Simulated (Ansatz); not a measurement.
# Bands, cutoff and cost in G0W0 for SiO2 (Cristobalite)

Aim: see how the G0W0 gap of SiO2 (Cristobalite) on PBE moves with empty bands and screening cutoff, and what each rung costs.

Method: G0W0 on PBE, plane waves, PAW; PAW set soft_1, in Ansatz 0.2.0.

This is a report of a sequence of runs, with most program output left out.

The database entry behind the starting cell lists a temperature of 340 K, so it need not match the best structure at ambient conditions.

### Step 1. The starting structure

The structure is tetragonal, space group P4_12_12 (No. 92). Conventional cell: a = 4.982 Å, b = 4.982 Å, c = 6.963 Å, α = 90.00°, β = 90.00°, γ = 90.00°. Nearest to Si lie 4 O at 1.60 to 1.61 Å. O has 2 Si at 1.60 to 1.61 Å nearest. Farther neighbours and most contacts between anions are not listed.

The cell and positions come from the Crystallography Open Database and are kept as given unless a step says otherwise.

### Step 2. 155 empty bands, screening to 54 eV

Now the one-shot GW correction: screening in the RPA, then the self-energy of the levels asked for. This step takes PAW set soft_1 files.

File input.yaml:

```yaml
crystal:
  lattice:
    - [4.982, 0.0, 0.0]
    - [0.0, 4.982, 0.0]
    - [0.0, 0.0, 6.963]
  atoms:
    - { symbol: Si, position: [0.29897, 0.29897, 0.0] }
    - { symbol: Si, position: [0.20103, 0.79897, 0.25] }
    - { symbol: Si, position: [0.70103, 0.70103, 0.5] }
    - { symbol: Si, position: [0.79897, 0.20103, 0.75] }
    - { symbol: O, position: [0.23989, 0.10347, 0.17813] }
    - { symbol: O, position: [0.39653, 0.73989, 0.42813] }
    - { symbol: O, position: [0.76011, 0.89653, 0.67813] }
    - { symbol: O, position: [0.60347, 0.26011, 0.92813] }
    - { symbol: O, position: [0.73989, 0.39653, 0.57187] }
    - { symbol: O, position: [0.89653, 0.76011, 0.32187] }
    - { symbol: O, position: [0.26011, 0.60347, 0.07187] }
    - { symbol: O, position: [0.10347, 0.23989, 0.82187] }
kpoints:
  mp_grid: { grid: [4, 4, 2] }
hamiltonian:
  xc: pbe
  pseudopotentials: { kind: paw, azcp: { folder: soft_1 } }
scf:
  occupations: { method: fixed }
gw:
  n_empty_bands: 155
  ecut_chi: 54
  qp_bands: [v4, c4]
  qp_kpoints: band_edges
  screening: { model: contour_deformation }
```

Started as:

```sh
$ ansatz run input.yaml --threads 3 --pin off --max-ram 92160MiB --backend cuda --events-out ev --progress --plain --runs-dir out --devices 1 --max-vram 13GiB
```

Wall time 18 s (1 × NVIDIA H100 80GB HBM3 (shared by 6 runs) with 3 threads of AMD EPYC 7R13 (Zen 3), shared host); peak memory 1.2 GiB.

Numbers from this step:

```
bands summed                                 : 187
RPA ε∞ on this mesh (eigenvalues)            : 2.167, 2.175, 2.175
plane waves in the screening matrix          : 145
q-points in the mesh                         : 32
G0W0 gap on the mesh                         : 8.451 eV
k of the valence top                         : 0, 0, 0
k of the conduction bottom                   : 0, 0, 0
starting gap on the mesh                     : 5.765 eV
Z at the valence top                         : 0.8200
Z at the conduction bottom                   : 0.8803
least direct G0W0 gap on the computed points : 8.451 eV
```

The gap on the mesh goes from 5.77 eV to 8.45 eV, a correction of +2.69 eV. Between the two edge states, bare exchange in place of the xc potential would open the gap by 10.13 eV, and correlation takes back 7.44 eV.

### Step 3. 440 empty bands, screening to 108 eV

Bands and screening cutoff are moved together, since each hides the error of the other.

Edit input.yaml of step 2 so:

```diff
@@ -26,4 +26,4 @@
 gw:
-  n_empty_bands: 155
-  ecut_chi: 54
+  n_empty_bands: 440
+  ecut_chi: 108
   qp_bands: [v4, c4]
```

It took 29 s on 1 × NVIDIA H100 80GB HBM3 (shared by 6 runs) with 3 threads; peak memory 1.8 GiB.

Numbers from this step:

```
bands summed                                 : 472
RPA ε∞ on this mesh (eigenvalues)            : 2.160, 2.166, 2.166
plane waves in the screening matrix          : 451
q-points in the mesh                         : 32
G0W0 gap on the mesh                         : 8.602 eV
k of the valence top                         : 0, 0, 0
k of the conduction bottom                   : 0, 0, 0
starting gap on the mesh                     : 5.765 eV
Z at the valence top                         : 0.8110
Z at the conduction bottom                   : 0.8764
least direct G0W0 gap on the computed points : 8.602 eV
```

Against the run with 4×4×2 mesh, 155 empty bands, screening to 54 eV, PAW set soft_1 files, the gap moves by +0.15 eV.

### Step 4. 947 empty bands, screening to 180 eV

Edit input.yaml of step 3 so:

```diff
@@ -26,4 +26,4 @@
 gw:
-  n_empty_bands: 440
-  ecut_chi: 108
+  n_empty_bands: 947
+  ecut_chi: 180.0
   qp_bands: [v4, c4]
```

Run time: 60 s. Hardware: 1 × NVIDIA H100 80GB HBM3 (shared by 6 runs) with 3 threads; peak memory 3.5 GiB; 93 s of CPU time.

Numbers from this step:

```yaml
bands_summed: 979
rpa_eps_infinity_on_this_mesh_eigenvalues: 2.148, 2.154, 2.154
plane_waves_in_the_screening_matrix: 967
g0w0_gap_on_the_mesh: 8.810 eV
k_of_the_valence_top: 0, 0, 0
k_of_the_conduction_bottom: 0, 0, 0
starting_gap_on_the_mesh: 5.765 eV
least_direct_g0w0_gap_on_the_computed_points: 8.810 eV
```

Against the run with 4×4×2 mesh, 440 empty bands, screening to 108 eV, PAW set soft_1 files, the gap moves by +0.21 eV.

### Step 5. Changing the k mesh: 2×2×2 mesh, 440 empty bands, screening to 108 eV, PAW set soft_1 files

Only the mesh changes. It samples the long-range screening, which converges on its own terms. Bands and cutoff differ from the step before, so it is read against an earlier run that matches them.

Edit input.yaml of step 4 so:

```diff
@@ -19,3 +19,3 @@
 kpoints:
-  mp_grid: { grid: [4, 4, 2] }
+  mp_grid: { grid: [2, 2, 2] }
 hamiltonian:
@@ -26,4 +26,4 @@
 gw:
-  n_empty_bands: 947
-  ecut_chi: 180.0
+  n_empty_bands: 440
+  ecut_chi: 108
   qp_bands: [v4, c4]
```

Wall time 14 s (1 × NVIDIA H100 80GB HBM3 (shared by 6 runs) with 3 threads); peak memory 1.4 GiB.

This step gave:

* bands summed: 472
* RPA ε∞ on this mesh (eigenvalues): 2.161, 2.186, 2.186
* plane waves in the screening matrix: 451
* G0W0 gap on the mesh: 8.623 eV
* k of the valence top: 0, 0, 0
* k of the conduction bottom: 0, 0, 0
* starting gap on the mesh: 5.764 eV
* least direct G0W0 gap on the computed points: 8.623 eV

Against the run with 4×4×2 mesh, 440 empty bands, screening to 108 eV, PAW set soft_1 files, the gap moves by +0.02 eV.

### Step 6. Changing the frequency model: 4×4×2 mesh, 440 empty bands, screening to 108 eV, plasmon pole, PAW set soft_1 files

A plasmon pole stands in for the full frequency dependence of the screening; this run shows what that costs in accuracy.

Edit input.yaml of step 5 so:

```diff
@@ -19,3 +19,3 @@
 kpoints:
-  mp_grid: { grid: [2, 2, 2] }
+  mp_grid: { grid: [4, 4, 2] }
 hamiltonian:
@@ -30,2 +30,2 @@
   qp_kpoints: band_edges
-  screening: { model: contour_deformation }
+  screening: { model: godby_needs }
```

Wall time 34 s (1 × NVIDIA H100 80GB HBM3 (shared by 6 runs) with 3 threads); peak memory 2.2 GiB.

Numbers from this step:

```
bands summed                                 : 472
plasmon-pole fit frequency                   : 22.60 eV
RPA ε∞ on this mesh (eigenvalues)            : 2.160, 2.166, 2.166
plane waves in the screening matrix          : 451
G0W0 gap on the mesh                         : 8.574 eV
k of the valence top                         : 0, 0, 0
k of the conduction bottom                   : 0, 0, 0
starting gap on the mesh                     : 5.765 eV
least direct G0W0 gap on the computed points : 8.574 eV
```

Against the run with 4×4×2 mesh, 440 empty bands, screening to 108 eV, PAW set soft_1 files, the gap moves by −0.03 eV.

### Step 7. Changing the files: 4×4×2 mesh, 440 empty bands, screening to 108 eV, hard PAW files

Other atomic data (hard PAW) test the pseudisation: the cutoff goes from 420 to 930 eV, with the same valence electrons.

This step: G0W0 on PBE, plane waves, PAW.

Edit input.yaml of step 6 so:

```diff
@@ -22,3 +22,3 @@
   xc: pbe
-  pseudopotentials: { kind: paw, azcp: { folder: soft_1 } }
+  pseudopotentials: { kind: paw, source: ansatz }
 scf:
@@ -30,2 +30,2 @@
   qp_kpoints: band_edges
-  screening: { model: godby_needs }
+  screening: { model: contour_deformation }
```

Wall time 39 s (1 × NVIDIA H100 80GB HBM3 (shared by 6 runs) with 3 threads); peak memory 2.7 GiB.

Numbers from this step:

* bands summed: 472
* RPA ε∞ on this mesh (eigenvalues): 2.157, 2.164, 2.164
* plane waves in the screening matrix: 451
* G0W0 gap on the mesh: 8.626 eV
* k of the valence top: 0, 0, 0
* k of the conduction bottom: 0, 0, 0
* starting gap on the mesh: 5.766 eV
* least direct G0W0 gap on the computed points: 8.626 eV

Against the run with 4×4×2 mesh, 440 empty bands, screening to 108 eV, PAW set soft_1 files, the gap moves by +0.02 eV.

### Step 8. The runs together

Times are wall times on 1 × NVIDIA H100 80GB HBM3 (shared by 6 runs) with 3 threads of AMD EPYC 7R13 (Zen 3), shared host, good to a factor of about two.

| mesh | files | frequency | bands summed | cutoff (eV) | start (eV) | G0W0 (eV) | time | host memory (GiB) |
| --- | --- | --- | --- | --- | --- | --- | --- | --- |
| 4×4×2 | PAW set soft_1 | contour deformation | 187 | 54 | 5.765 | 8.451 | 18 s | 1.2 |
| 4×4×2 | PAW set soft_1 | contour deformation | 472 | 108 | 5.765 | 8.602 | 29 s | 1.8 |
| 4×4×2 | PAW set soft_1 | contour deformation | 979 | 180 | 5.765 | 8.810 | 60 s | 3.5 |
| 2×2×2 | PAW set soft_1 | contour deformation | 472 | 108 | 5.764 | 8.623 | 14 s | 1.4 |
| 4×4×2 | PAW set soft_1 | plasmon pole | 472 | 108 | 5.765 | 8.574 | 34 s | 2.2 |
| 4×4×2 | hard PAW | contour deformation | 472 | 108 | 5.766 | 8.626 | 39 s | 2.7 |

The parts of the quasiparticle energy at the two band edges (eV; QP = start + Σx + Σc − Vxc):

| run | edge | start | Σx | Σc | Vxc | Z | QP |
| --- | --- | --- | --- | --- | --- | --- | --- |
| 187 bands | valence top | 1.32 | -26.84 | 4.39 | -20.93 | 0.82 | -0.20 |
| 187 bands | conduction bottom | 7.09 | -6.53 | -3.06 | -10.75 | 0.88 | 8.25 |
| 472 bands | valence top | 1.32 | -26.84 | 4.17 | -20.93 | 0.81 | -0.41 |
| 472 bands | conduction bottom | 7.09 | -6.53 | -3.12 | -10.75 | 0.88 | 8.19 |
| 979 bands | valence top | 1.32 | -26.84 | 3.92 | -20.93 | 0.81 | -0.66 |
| 979 bands | conduction bottom | 7.09 | -6.53 | -3.16 | -10.75 | 0.87 | 8.15 |

### Step 9. What came out

- 187 bands, 54 eV: 8.451 eV
- 472 bands, 108 eV: 8.602 eV
- 979 bands, 180 eV: 8.810 eV
- estimated limit in bands and cutoff: 9.00 eV
- mesh and start: 4×4×2, PBE

What this shows: A line in one over the bands through the two highest rungs gives 9.00 eV, +0.19 eV from the top rung; the pair below gives 8.70 eV, so the estimate is still climbing. The rungs stand 0.55 eV (187 bands), 0.40 eV (472 bands) and 0.19 eV (979 bands) from it. From 187 to 979 bands the gap moves by +0.36 eV while the time grows 3.4-fold. Σc changes by −0.47 eV at the valence top and −0.11 eV at the conduction bottom, so the valence edge carries most of the change. On the 2×2×2 mesh in place of 4×4×2 the gap differs by +0.02 eV, of which −0.001 eV is already in the start. The plasmon-pole model gives −0.03 eV against contour deformation, 1 % of the correction, and saved no time in this program. Hard PAW files move the gap by +0.02 eV at equal bands and cutoff, +0.001 eV of it in the start. The 4×4×2 mesh is coarse for this cell (its supercell is 14 Å along the shortest edge). The RPA ε∞ on it, from the PBE start, is 2.15; such meshes misread the long-range screening, most where the gap is narrow.

[Paths, hosts, dates, memory and timing lines, banners, echoed tables and standing remarks are left out of the program output.]

[Logs are printed without paths, hosts, clocks, repeated set-up lines and the standing remarks that a program may print on its own settings, such as how far it seeks lower states.]

[Runs of the session that timed out or met a known fault of the program may be left out.]

[Cells called generated may have been cut or substituted from an entry of the Crystallography Open Database or the Materials Project.]

[Hosts, paths, dates, database ids (printed as entryN), source tags and the programs' standing remarks are cut or masked in the printed files.]
